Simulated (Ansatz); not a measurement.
# BAs (F-43m): refractive index against wavelength

The refractive index of BAs (F-43m) below the direct gap (3.28 eV on the mesh) is read from one computed spectrum, n = √(Re ε).

Cell: a, b, c = 3.378, 3.378, 3.378 Å (primitive vectors), 2 atoms.

Method: Ansatz 0.2.0, PBE, independent particles, k-mesh 12×12×12 with interpolation inside its cells, Gaussian parameter 0.1 eV.

Launch of the response step: `ansatz run input.yaml --threads 4 --pin off --max-ram 8192MiB --backend cpu --events-out ev --progress --plain --runs-dir out`. The run took 4 s, on 4 threads of Intel(R) Xeon(R) 6975P-C (Granite Rapids), on a shared host.

| wavelength (nm) | photon energy E (eV) | n |
| --- | --- | --- |
| 1550 | 0.800 | 3.2100 |
| 1310 | 0.946 | 3.2232 |
| 1064 | 1.165 | ? |
| 850 | 1.459 | 3.2901 |
| 700 | 1.771 | 3.3503 |
| 633 | 1.959 | 3.3952 |
| 532 | 2.331 | 3.5104 |

In the single-oscillator model n² − 1 = E₀E_d/(E₀² − E²), so 1/(n² − 1) = E₀/E_d − E²/(E₀E_d) is linear in E².

Working, on the rows shown:

| x = E² (eV²) | y = 1/(n² − 1) |
| --- | --- |
| 0.639837 | 0.107479 |
| 0.895757 | 0.106507 |
| 2.12762 | 0.101784 |
| 3.13716 | 0.0978042 |
| 3.83641 | 0.0949904 |
| 5.43137 | 0.0883165 |

Means: x̄ = 2.678, ȳ = 0.09948. Σ(x − x̄)(y − ȳ) = -0.0668, Σ(x − x̄)² = 16.77. Slope = -0.0668 / 16.77 = -0.003984; intercept = ȳ − slope · x̄ = 0.11015. Turned back into n, the line misses the rows shown by at most 0.0035.

Question: Predict the last column of the withheld row from the fit.

Answer: At x = 1.3578 the line gives y = 0.10474, that is 3.2477. The run gave 3.2475, so the interpolation is off by 0.00018, 0.1 % of the range in the table.

Refitted with all rows, the slope is -0.003985 and the intercept 0.11015. These give E₀ = √(intercept/−slope) = 5.26 eV and E_d = E₀/intercept = 47.7 eV; E₀ is 1.6 times the direct gap. The electronic limit at long wavelengths, without lattice vibrations, is n = √(1 + 1/intercept) = 3.175. Excitons are left out and so are local fields; PBE gaps are as a rule too small. Spin-orbit coupling is left out.
